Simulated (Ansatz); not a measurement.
# Phonon transport in KTaO3 (Pm-3m), part 3 of 3

Aim: the lattice thermal conductivity of KTaO3 against temperature, and which phonons carry it.

What experiment has found for this phase:
- thermal conductivity 17 W/m/K near room temperature (given in “Glass-like thermal conductivity and narrow insulating gap of EuTiO3”, 2023, arxiv:2307.02058)

Ansatz 0.2.0; DFT LDA, scalar-relativistic, plane waves, PAW; PAW set soft_1 (the session's first sound run).

So far, gap on the k-mesh (eV): step 2 (probe on a coarse mesh, LDA) 2.06; step 3 (relaxation, LDA) 2.14; step 4 (tight relaxation, LDA) 2.18; step 6 (relaxing at another setting, LDA spin-orbit) 2.05. The relaxed cell has a = 3.950 Å (conventional setting).

### Step 7. Third-order constants and the Boltzmann equation (continued)

Level of this step: DFT LDA, spin-orbit coupling, plane waves, PAW; PAW set soft_1 (Ansatz).

Relaxation-time solution. Share of κ carried by shorter paths against mean free path:

```tsv
mean free path (nm)	100 K	300 K	800 K
0.316	0	0	0.002
0.464	0	0	0.009
0.681	0	0.001	0.029
1	0	0.003	0.107
1.47	0	0.011	0.221
2.15	0	0.043	0.35
3.16	0.001	0.132	0.517
4.64	0.003	0.223	0.703
6.81	0.015	0.358	0.89
10	0.041	0.512	0.936
14.7	0.079	0.761	0.948
21.5	0.132	0.891	0.948
31.6	0.215	0.929	0.973
46.4	0.378	0.942	0.984
68.1	0.726	0.957	0.984
100	0.854	0.97	1
147	0.888	0.982	1
215	0.907	0.994	1
316	0.937	1	1
464	0.954	1	1
681	0.968	1	1
1000	1	1	1
```

300 K; a sample spread over frequency. Mode lifetimes, by row, the first 40 of 90 rows:

```tsv
q1	q2	q3	branch	frequency (THz)	rms speed (km/s)	three-phonon rate (1/ps)	isotope rate (1/ps)	lifetime (ps)	mean free path (nm)
0	0	0.0769	1	0.659	2.89	0.0142	2.84e-8	70.3	203
0	0.1538	0.2308	1	1.581	1.14	0.185	1.35e-6	5.4	6.16
0	0.3077	0.3077	1	1.897	0.49	0.244	8.16e-7	4.11	2.01
0	0.3846	0.4615	1	2.001	0.07	0.262	5.83e-8	3.81	0.255
0.0769	0.1538	0.3846	1	2.443	4.78	0.311	4.17e-6	3.21	15.4
0.0769	0.4615	0.4615	1	2.646	5.69	0.355	1.99e-7	2.82	16
0	0.0769	0.1538	3	3.104	6.36	0.243	6.30e-5	4.12	26.2
0.1538	0.1538	0.3846	2	3.425	3.46	0.381	1.35e-4	2.63	9.08
0	0	0.1538	5	3.72	3.45	1.93	1.69e-4	0.519	1.79
0.0769	0.3077	0.3077	2	4.02	1.83	0.293	9.72e-4	3.41	6.24
0	0.0769	0.2308	3	4.191	4.93	0.429	8.21e-4	2.33	11.5
0.1538	0.4615	0.4615	2	4.325	1.08	0.35	4.74e-4	2.85	3.08
0.3846	0.4615	0.4615	2	4.467	2.94	0.37	7.09e-4	2.7	7.94
0.3077	0.3077	0.3077	2	4.552	1.78	0.264	0.00388	3.73	6.65
0.2308	0.3077	0.3077	3	4.614	0.42	0.263	0.0222	3.5	1.47
0	0	0.3077	4	4.667	1.27	0.598	0.023	1.61	2.05
0.3077	0.3077	0.4615	1	4.705	0.49	0.222	0.0227	4.09	2.01
0.3846	0.3846	0.3846	3	4.743	2.64	0.404	4.44e-4	2.47	6.54
0	0.1538	0.2308	4	4.804	1.28	0.361	0.0183	2.63	3.36
0	0.2308	0.3077	3	4.881	0.5	0.251	0.013	3.79	1.88
0	0.2308	0.4615	4	4.899	0.03	0.17	0.0494	4.57	0.129
0.2308	0.3077	0.4615	3	4.934	2.15	0.291	0.0232	3.18	6.84
0.0769	0.3077	0.3846	4	4.995	0.83	0.162	0.0286	5.23	4.35
0.0769	0.1538	0.1538	5	5.07	0.46	0.336	0.0201	2.81	1.3
0.0769	0.2308	0.2308	4	5.149	1.02	0.176	0.0206	5.08	5.2
0.1538	0.1538	0.3077	4	5.221	1.4	0.222	0.0219	4.09	5.71
0.2308	0.4615	0.4615	5	5.303	5.36	0.48	0.00222	2.07	11.1
0.1538	0.1538	0.1538	5	5.369	3.72	1.21	0.00737	0.821	3.06
0.1538	0.3077	0.4615	5	5.444	3.32	0.306	0.0032	3.23	10.7
0.3077	0.3077	0.4615	6	5.493	2.35	0.251	0.00516	3.9	9.15
0.2308	0.2308	0.3077	4	5.566	1.45	0.195	0.00867	4.9	7.09
0.0769	0.0769	0.1538	8	5.668	1.16	0.668	0.00874	1.48	1.72
0.2308	0.3077	0.3077	5	5.749	1.66	0.376	0.00519	2.63	4.37
0.0769	0.3077	0.3077	5	5.858	1.95	0.44	0.00427	2.25	4.38
0	0.2308	0.2308	6	5.989	0.98	0.301	0.00797	3.24	3.17
0.2308	0.3077	0.4615	6	6.042	3.27	0.284	0.00339	3.48	11.4
0.1538	0.2308	0.3846	6	6.113	1.54	0.331	0.00318	2.99	4.6
0.2308	0.2308	0.3077	6	6.216	2.16	0.495	0.00234	2.01	4.34
0	0.1538	0.3077	7	6.359	4.65	0.993	0.00224	1	4.67
0	0.0769	0.4615	8	6.46	0.56	0.25	0.00115	3.99	2.24
```

Without the LO-TO term. Gamma linewidths, by row:

```tsv
branch	frequency (cm⁻¹)	three-phonon rate (1/ps)	isotope rate (1/ps)	FWHM (cm⁻¹)
4	93.1	2.88	1.03e-5	15.3
5	93.1	2.88	1.03e-5	15.3
6	93.1	2.88	1.03e-5	15.3
7	181.4	0.152	0.00833	0.853
8	181.4	0.152	0.00833	0.853
9	181.4	0.152	0.00833	0.853
10	245.3	0.413	0.00225	2.21
11	245.3	0.413	0.00225	2.21
12	245.3	0.413	0.00225	2.21
13	555.9	1.45	0.0187	7.79
14	555.9	1.45	0.0187	7.79
15	555.9	1.45	0.0187	7.79
```

W/m/K, third of the trace; RTA populations with a boundary rate v/L added to each mode (Matthiessen's rule). Kappa by grain size, by row:

```tsv
T (K)	bulk	10 nm	30 nm	100 nm	300 nm	1000 nm	10000 nm	100000 nm
100	35.92	6.716	13.54	22.64	29.16	33.16	35.57	35.88
300	13.19	6.908	9.736	11.72	12.59	12.99	13.17	13.19
600	6.914	4.742	5.868	6.511	6.762	6.866	6.909	6.914
```

W/m/K, third of the trace; RTA populations with the isotope rates scaled. Kappa by mass disorder, by row:

```tsv
T (K)	no isotopes	as typed	variance x 3	variance x 10	variance x 30
100	37.29	35.92	34.41	31.92	29.07
300	13.32	13.19	12.97	12.44	11.59
600	6.952	6.914	6.846	6.654	6.302
```

At 300 K the relaxation-time value is 13.8 W/(m K).

### Step 8. Summary of results

```
highest frequency                          : 961.6 cm⁻¹
Debye temperature from the second moment   : 709 K
κ at 300 K (relaxation time)               : 13.76 W/m/K
κ at 300 K (full solution)                 : 16.84 W/m/K
mean free path at half of κ                : 9.65 nm
share of κ above the three lowest branches : 0.505
```

In words: The lattice of KTaO3 conducts 16.8 W/(m K) at 300 K by LDA (mean over directions, full solution). The full solution lies +22 % from the relaxation-time value at 300 K, a sign that momentum-conserving scattering matters. Above 300 K the relaxation-time κ falls as T^-0.86; the coherence part, which does not fall like the populations, is one cause of the flatter curve. Grains of 100 nm would keep 89 % of the bulk value at 300 K, and grains of 1 µm 98 %. Removing the natural isotope disorder raises κ at 300 K by 1 %. A measured thermal conductivity near room temperature is 17 W/m/K (arxiv:2307.02058); the calculated 16.8 W/m/K differs by -1 %. Part of this agreement may be a cancellation, since four-phonon scattering and the shift of frequencies with temperature are both left out. The sum rules changed one orbit of cubic constants by up to 33 %; by the manual a large change points to a short cutoff or, on a small and distant orbit, to noisy forces. The conductivities include the coherence part between close branches; the shares for grains, isotopes, branches and paths are of the relaxation-time populations alone. Cubic couplings among atoms farther apart than the pair cutoff are dropped, and neither the cutoff nor the q-mesh was shown to be converged here. The PAW files were made for PBE and are used here under another functional, for which the program regenerates the frozen cores. The program's search for a lower electronic state was switched off, so the magnetic state used is not shown to be the lowest.

[Logs are printed without paths, hosts, clocks, repeated set-up lines and the standing remarks that a program may print on its own settings, such as how far it seeks lower states.]

[Hosts, paths, dates, database ids (printed as entryN), source tags and the programs' standing remarks are cut or masked in the printed files.]

[A step with changed settings may run another functional than the one named; its input shows which.]
